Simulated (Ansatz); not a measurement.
# Screening in Ga2S3 (Cc), part 2 of 2

Wanted: ε∞ of Ga2S3 (Cc) from perturbation theory, a sum over states and the RPA step of G0W0, with cost.

Ansatz 0.2.0; linear response on LDA, plane waves, PAW. Known limits of the many-body steps: not at the basis limit; no spin-orbit coupling; coarse k mesh.

So far. Step 2 (Response to a homogeneous field): One over ε∞ averages 0.16, under the quarter of exact exchange in PBE0, which by this rule of thumb may open the gap too far.

### 3. Independent-particle spectrum

The independent-particle spectrum shows where the oscillator strength lies, before excitons and local fields.

This step: independent-particle optics on LDA, plane waves, PAW; PAW set soft_1.

input.yaml

```yaml
crystal:
  lattice:
    - [5.5535, -3.1975, 0.0]
    - [5.5535, 3.1975, 0.0]
    - [-3.6339226554, 0.0, 6.0074160114]
  atoms:
    - { symbol: Ga, position: [0.63979, 0.44447, 0.12512] }
    - { symbol: Ga, position: [0.44447, 0.63979, 0.62512] }
    - { symbol: Ga, position: [0.2682, 0.13232, 0.11559] }
    - { symbol: Ga, position: [0.13232, 0.2682, 0.61559] }
    - { symbol: S, position: [0.9089, 0.0811, 0.9838] }
    - { symbol: S, position: [0.0811, 0.9089, 0.4838] }
    - { symbol: S, position: [0.4303, 0.2453, 0.4999] }
    - { symbol: S, position: [0.2453, 0.4303, 0.9999] }
    - { symbol: S, position: [0.5901, 0.7581, 0.0084] }
    - { symbol: S, position: [0.7581, 0.5901, 0.5084] }
kpoints:
  mp_grid: { grid: [4, 4, 4] }
hamiltonian:
  xc: lda
  pseudopotentials: { kind: paw, azcp: { folder: soft_1 }, xc_functional: pbe }
scf:
  occupations: { method: fixed }
  n_extra_bands: 146
output:
  optics: { e_range: [0, 25], de: 0.1, sigma: 0.2 }
```

The run is started by

```bash
ansatz run input.yaml --threads 3 --pin off --max-ram 92160MiB --backend cuda --events-out ev --progress --plain --runs-dir out --devices 1 --max-vram 13GiB
```

Numbers of over 12 decimals in the logs are rounded to 6 here.

Log:

```text
[...]
GPUs: using 1 of 1 available (devices: 1).
[...]
GPU FFT provider: cuFFT
GPU libraries: cuBLAS 13.8.2, cuFFT 12.4.0, cuSOLVER 12.3.4
Crystal: 10 atoms, lattice volume = 213.351 Å³
Basis set: ecut = 420 eV, 4167 PW (Γ)
Bands: 190, of which v1, the nominal top of the filled ones, is band 44 counted from 1 (43 counted from 0)
Symmetry: 2 space group operations
[...]
k-points: 24 of 64 (time reversal used)
[...]
GPU buffer pool allocated for 97200 grid points (all kernels)
[...]
SCF iter   1: F=—  HF=-20053.025210 eV  |F-HF|=—  |Δ(HF+E_count)|=         —  Δρ=4.88e-2  dr2=3.53e0  ethr=3.10e-3  ⟨swp⟩=4.1  Hψ=15968  notcnv=0  defer=3430
[...]
SCF iter  13: F=-20051.797199 eV  HF=-20051.797199 eV  |F-HF|=3.64e-12  |Δ(HF+E_count)|=  1.46e-11  Δρ=3.63e-8  dr2=1.63e-12  ethr=1.00e-12  ⟨swp⟩=14.3  Hψ=39697  notcnv=0
SCF 1 converged in 13 iterations: F = -20051.797199 eV  dr2 = 1.63e-12
[...]
Optics k sum: 0 of 24 k-points
Optics k sum: 2 of 24 k-points
[...]
Optics k sum: 24 of 24 k-points
[...]
SCF converged after 13 iterations
Free energy (F): -20051.797199 eV
[...]
Internal energy: -20051.797199 eV  (E = F + TS)
E sigma→0 (E₀):  -20051.797199 eV
Fermi energy:    5.508799 eV
[...]
--- Band table (eV; the first three rows and the last of 24) ---
  k-point 0: bands = [... 40 lower, 4.4618, 4.8446, 4.9859, 5.5088, 7.1744, 7.7069, 8.5095, 8.7705, ... 142 higher]
  k-point 1: bands = [... 40 lower, 4.4688, 4.4815, 4.8970, 5.1799, 7.8504, 7.9860, 8.7449, 8.8745, ... 142 higher]
  k-point 2: bands = [... 40 lower, 4.3855, 4.3855, 4.9005, 4.9005, 8.2991, 8.2991, 9.0363, 9.0363, ... 142 higher]
  k-point 23: bands = [... 40 lower, 4.0094, 4.0094, 4.9173, 4.9173, 7.8982, 7.8982, 8.7139, 8.7139, ... 142 higher]
```

Elapsed: 60 s, on 1 × NVIDIA H100 80GB HBM3 (shared by 6 runs) with 3 threads of AMD EPYC 7R13 (Zen 3), shared host; peak memory 2.9 GiB.

This step gave:

| Property | Result |
| --- | --- |
| ε∞ without local fields (xx, yy, zz) | 7.115, 7.195, 7.231 |
| electrons in the f-sum (xx, yy, zz) | 49.78, 49.77, 49.78 |
| bands in the explicit sum (the static value is completed to all bands) | 190 |

The sum gives ε∞ = 7.11, 7.19 and 7.23 without local fields.

Independent particles, no local fields, Gaussian width 0.2 eV. Table of ε₂ by photon energy; read off at these points:

| photon energy (eV) | xx | yy | zz |
| --- | --- | --- | --- |
| 1.0 | 0 | 0 | 0 |
| 2.0 | 0.186 | 0.0656 | 0.703 |
| 3.0 | 2.04 | 2.18 | 1.59 |
| 4.0 | 7.19 | 7.13 | 5.30 |
| 5.0 | 7.97 | 9.04 | 13.0 |
| 5.7 | 11.3 | 11.7 | 9.35 |
| 5.8 | 11.7 | 11.7 | 9.13 |
| 6.0 | 11.4 | 10.7 | 8.97 |
| 7.0 | 8.62 | 8.33 | 8.62 |
| 8.0 | 5.75 | 5.85 | 5.75 |
| 9.0 | 3.81 | 4.36 | 3.84 |
| 10.0 | 3.41 | 2.97 | 2.96 |
| 11.0 | 2.13 | 2.17 | 2.12 |
| 12.0 | 1.33 | 1.43 | 1.24 |
| 13.0 | 0.875 | 0.902 | 0.866 |
| 14.0 | 0.695 | 0.664 | 0.696 |
| 15.0 | 0.537 | 0.528 | 0.574 |
| 16.0 | 0.446 | 0.408 | 0.458 |
| 17.0 | 0.350 | 0.347 | 0.345 |
| 18.0 | 0.341 | 0.346 | 0.314 |
| 19.0 | 0.302 | 0.286 | 0.275 |
| 20.0 | 0.263 | 0.261 | 0.247 |
| 21.0 | 0.212 | 0.207 | 0.222 |
| 22.0 | 0.164 | 0.170 | 0.183 |
| 23.0 | 0.125 | 0.121 | 0.121 |
| 24.0 | 0.112 | 0.119 | 0.115 |
| 25.0 | 0.0998 | 0.100 | 0.0942 |

Independent particles, no local fields, Gaussian width 0.2 eV. The loss function by photon energy; read off at these points:

| photon energy (eV) | xx | yy | zz |
| --- | --- | --- | --- |
| 1.00 | 0 | 0 | 0 |
| 1.50 | 1.9e-4 | 5.2e-6 | 6.8e-4 |
| 2.00 | 0.00260 | 8.7e-4 | 0.00945 |
| 2.50 | 0.00949 | 0.0126 | 0.0149 |
| 3.00 | 0.0176 | 0.0195 | 0.0156 |
| 3.50 | 0.0339 | 0.0266 | 0.0280 |
| 4.00 | 0.0468 | 0.0415 | 0.0327 |
| 4.50 | 0.0651 | 0.0607 | 0.0403 |
| 5.00 | 0.0733 | 0.0776 | 0.0647 |
| 5.50 | 0.0700 | 0.0739 | 0.0937 |
| 6.00 | 0.0834 | 0.0923 | 0.104 |
| 6.50 | 0.0955 | 0.114 | 0.0980 |
| 7.00 | 0.112 | 0.120 | 0.113 |
| 7.50 | 0.131 | 0.130 | 0.130 |
| 8.00 | 0.149 | 0.149 | 0.151 |
| 8.50 | 0.173 | 0.174 | 0.161 |
| 9.00 | 0.211 | 0.190 | 0.200 |
| 9.50 | 0.222 | 0.197 | 0.208 |
| 10.00 | 0.210 | 0.217 | 0.230 |
| 10.50 | 0.231 | 0.248 | 0.237 |
| 11.00 | 0.247 | 0.266 | 0.244 |
| 11.50 | 0.277 | 0.293 | 0.279 |
| 12.00 | 0.315 | 0.314 | 0.310 |
| 12.50 | 0.372 | 0.360 | 0.392 |
| 13.00 | 0.428 | 0.434 | 0.495 |
| 13.50 | 0.568 | 0.522 | 0.590 |
| 14.00 | 0.701 | 0.657 | 0.746 |
| 14.50 | 0.849 | 0.820 | 0.876 |
| 15.00 | 1.05 | 1.04 | 1.05 |
| 15.50 | 1.35 | 1.30 | 1.24 |
| 16.00 | 1.63 | 1.70 | 1.53 |
| 16.50 | 2.08 | 2.19 | 1.95 |
| 17.00 | 2.72 | 2.80 | 2.70 |
| 17.50 | 2.71 | 2.66 | 2.77 |
| 18.00 | 2.93 | 2.89 | 3.18 |
| 18.40 | 3.49 | 3.64 | 4.02 |
| 18.50 | 3.37 | 3.55 | 3.89 |
| 19.00 | 2.71 | 2.76 | 2.72 |
| 19.50 | 2.58 | 2.53 | 2.48 |
| 20.00 | 2.59 | 2.60 | 2.50 |
| 20.50 | 2.29 | 2.26 | 1.99 |
| 21.00 | 2.05 | 1.98 | 1.78 |
| 21.50 | 1.64 | 1.62 | 1.67 |
| 22.00 | 1.31 | 1.31 | 1.38 |
| 22.50 | 0.981 | 1.01 | 1.09 |
| 23.00 | 0.747 | 0.712 | 0.748 |
| 23.50 | 0.614 | 0.587 | 0.603 |
| 24.00 | 0.516 | 0.530 | 0.532 |
| 24.50 | 0.442 | 0.467 | 0.435 |
| 25.00 | 0.381 | 0.389 | 0.363 |

Independent particles, no local fields, Gaussian width 0.2 eV. ε₁ against photon energy:

| photon energy (eV) | xx | yy | zz |
| --- | --- | --- | --- |
| 0.0 | 7.08 | 7.16 | 7.20 |
| 0.5 | 7.15 | 7.23 | 7.27 |
| 1.0 | 7.35 | 7.43 | 7.50 |
| 1.5 | 7.77 | 7.84 | 8.06 |
| 2.0 | 8.46 | 8.69 | 8.59 |
| 2.5 | 9.63 | 9.78 | 9.08 |
| 3.0 | 10.6 | 10.3 | 9.99 |
| 3.5 | 11.0 | 11.6 | 10.8 |
| 4.0 | 10.1 | 11.0 | 11.6 |
| 4.5 | 7.64 | 8.06 | 12.2 |
| 5.0 | 6.73 | 5.90 | 5.62 |
| 5.5 | 6.53 | 5.46 | 2.35 |
| 6.0 | 2.64 | 1.27 | 2.41 |
| 6.5 | 0.678 | 0.262 | 1.16 |
| 7.0 | -1.62 | -0.36 | -1.35 |
| 7.5 | -2.06 | -1.79 | -2.07 |
| 8.0 | -2.34 | -2.23 | -2.26 |
| 8.5 | -2.27 | -2.15 | -2.65 |
| 9.0 | -1.89 | -1.98 | -2.12 |
| 9.5 | -1.71 | -2.29 | -2.07 |
| 10.0 | -2.15 | -2.21 | -2.03 |
| 10.5 | -2.11 | -1.97 | -2.04 |
| 11.0 | -2.02 | -1.85 | -2.04 |
| 11.5 | -1.80 | -1.70 | -1.78 |
| 12.0 | -1.57 | -1.58 | -1.57 |
| 12.5 | -1.32 | -1.36 | -1.25 |
| 13.0 | -1.13 | -1.12 | -1.00 |
| 13.5 | -0.868 | -0.939 | -0.845 |
| 14.0 | -0.713 | -0.755 | -0.669 |
| 14.5 | -0.589 | -0.608 | -0.564 |
| 15.0 | -0.470 | -0.479 | -0.467 |
| 15.5 | -0.352 | -0.375 | -0.384 |
| 16.0 | -0.274 | -0.271 | -0.299 |
| 16.5 | -0.187 | -0.177 | -0.222 |
| 17.0 | -0.0790 | -0.0603 | -0.0954 |
| 17.5 | -0.0157 | -0.0136 | -0.0427 |
| 18.0 | -0.00385 | -0.0123 | -0.0201 |
| 18.5 | 0.0850 | 0.0756 | 0.0762 |
| 19.0 | 0.142 | 0.148 | 0.160 |
| 19.5 | 0.166 | 0.172 | 0.188 |
| 20.0 | 0.180 | 0.179 | 0.194 |
| 20.5 | 0.216 | 0.221 | 0.250 |
| 21.0 | 0.241 | 0.248 | 0.275 |
| 21.5 | 0.278 | 0.281 | 0.285 |
| 22.0 | 0.314 | 0.318 | 0.315 |
| 22.5 | 0.349 | 0.339 | 0.335 |
| 23.0 | 0.389 | 0.394 | 0.383 |
| 23.5 | 0.425 | 0.430 | 0.425 |
| 24.0 | 0.451 | 0.458 | 0.450 |
| 24.5 | 0.479 | 0.476 | 0.475 |
| 25.0 | 0.502 | 0.498 | 0.501 |

### 4. RPA screening from the G0W0 run

Now the one-shot GW correction: screening in the RPA, then the self-energy of the levels asked for. This step takes PAW set soft_1 files.

This step: G0W0 on LDA, plane waves, PAW; PAW set soft_1.

input.yaml: that of step 3 with these lines changed.

```diff
@@ -17,3 +17,3 @@
 kpoints:
-  mp_grid: { grid: [4, 4, 4] }
+  mp_grid: { grid: [4, 4, 2] }
 hamiltonian:
@@ -23,4 +23,7 @@
   occupations: { method: fixed }
-  n_extra_bands: 146
-output:
-  optics: { e_range: [0, 25], de: 0.1, sigma: 0.2 }
+gw:
+  n_empty_bands: 1073
+  ecut_chi: 170.0
+  qp_bands: [v3, c3]
+  qp_kpoints: band_edges
+  screening: { model: contour_deformation }
```

Log:

```text
GPUs: using 1 of 1 available (devices: 1).
[...]
GPU FFT provider: cuFFT
GPU libraries: cuBLAS 13.8.2, cuFFT 12.4.0, cuSOLVER 12.3.4
Crystal: 10 atoms, lattice volume = 213.351 Å³
Basis set: ecut = 420 eV, 4167 PW (Γ)
Bands: 54, of which v1, the nominal top of the filled ones, is band 44 counted from 1 (43 counted from 0)
Symmetry: 2 space group operations
[...]
k-points: 14 of 32 (time reversal used)
[...]
1    43      4.9011   -18.4663     2.1317   -15.5593  0.7428     4.1133     4.1259  root
[...]
13    44      4.9177   -18.2554     2.1989   -15.2698  0.7407     4.1176     4.1310  root
    13    45      7.8989    -9.4072    -4.1065   -14.1254  0.7841     8.5158     8.5106  root
    13    46      7.8989    -9.4072    -4.1065   -14.1254  0.7841     8.5158     8.5106  root
    13    47      8.7146    -9.7249    -4.4044   -14.8036  0.7738     9.3964     9.3889  root
[key lines of the parts left out:]
SCF converged after 9 iterations
Free energy (F): -20051.785229 eV
Fermi energy:    5.509725 eV
```

It took 3.3 min on 1 × NVIDIA H100 80GB HBM3 (shared by 6 runs) with 3 threads; peak memory 4.7 GiB; 5.7 min of CPU time.

This step gave:

```
bands summed                                 : 1117
RPA ε∞ on this mesh (eigenvalues)            : 6.004, 6.148, 6.659
plane waves in the screening matrix          : 1083
G0W0 gap on the mesh                         : 3.041 eV
k of the valence top                         : 0, 0, 0
k of the conduction bottom                   : 0, 0, 0
starting gap on the mesh                     : 1.665 eV
least direct G0W0 gap on the computed points : 3.041 eV
```

The gap on the mesh goes from 1.66 eV to 3.04 eV, a correction of +1.38 eV. Between the two edge states, bare exchange in place of the xc potential would open the gap by 7.47 eV, and correlation takes back 6.09 eV.

Mean over the mesh in bins of 0.25 1/Å. The static inverse dielectric function, diagonal by length of q+G:

| length of q+G (Å⁻¹) | static inverse dielectric function, diagonal |
| --- | --- |
| 0.31 | 0.192 |
| 0.54 | 0.237 |
| 0.76 | 0.294 |
| 1.26 | 0.431 |
| 1.50 | 0.498 |
| 1.76 | 0.568 |
| 2.01 | 0.628 |
| 2.50 | 0.731 |
| 2.76 | 0.771 |
| 3.00 | 0.804 |
| 3.25 | 0.833 |
| 3.76 | 0.881 |
| 4.01 | 0.901 |
| 4.25 | 0.918 |
| 4.50 | 0.933 |
| 5.00 | 0.954 |
| 5.25 | 0.962 |
| 5.50 | 0.969 |
| 5.75 | 0.975 |
| 6.25 | 0.984 |
| 6.50 | 0.987 |
| 6.65 | 0.989 |

### 5. The values together

Times are wall times on 1 × NVIDIA H100 80GB HBM3 (shared by 6 runs) with 3 threads of AMD EPYC 7R13 (Zen 3), shared host, good to a factor of about two.

| method | mesh | ε∞, low | middle | high | mean | time |
| --- | --- | --- | --- | --- | --- | --- |
| perturbation theory (local fields and xc kernel) | 4×4×4 (response on 216 points) | 6.18 | 6.33 | 6.52 | 6.34 | 74 s |
| sum over states (no local fields) | 4×4×4 | 7.11 | 7.19 | 7.23 | 7.18 | 60 s |
| RPA with local fields, on the GW mesh | 4×4×2 | 6.00 | 6.15 | 6.66 | 6.27 | 3.3 min |

### 6. Outcome

| Item | Value |
| --- | --- |
| perturbation theory (local fields and xc kernel) | 6.18, 6.33, 6.52 |
| sum over states (no local fields) | 7.11, 7.19, 7.23 |
| RPA with local fields, on the GW mesh | 6.00, 6.15, 6.66 |

In words: Mean Born effective charge: Ga1 2.60, Ga3 2.62, S5 -1.59, S7 -1.79, S9 -1.83 e. The ε₂ (xx) has its highest peak at 5.8 eV. The loss function (xx) has its highest peak at 18.4 eV. The sum without local fields gives 7.18 in the mean against 6.34 by perturbation theory; local fields lower ε∞ and the xc kernel gives part of it back, though the sum also carries the error of its own mesh. The RPA values on the 4×4×2 mesh average 0.99 times those of perturbation theory (means 6.27 and 6.34). Without the xc kernel RPA should lie a little lower, and the mean does, by little. LDA usually puts the gap too low, which tends to raise ε∞. Ions are clamped, so the lattice part of the static constant is not in these numbers.

[Paths, hosts, dates, memory and timing lines, banners, echoed tables and standing remarks are left out of the program output.]

[Logs are printed without paths, hosts, clocks, repeated set-up lines and the standing remarks that a program may print on its own settings, such as how far it seeks lower states.]

[Runs of the session that timed out or met a known fault of the program may be left out.]

[Cells called generated may have been cut or substituted from an entry of the Crystallography Open Database or the Materials Project.]

[Hosts, paths, dates, database ids (printed as entryN), source tags and the programs' standing remarks are cut or masked in the printed files.]
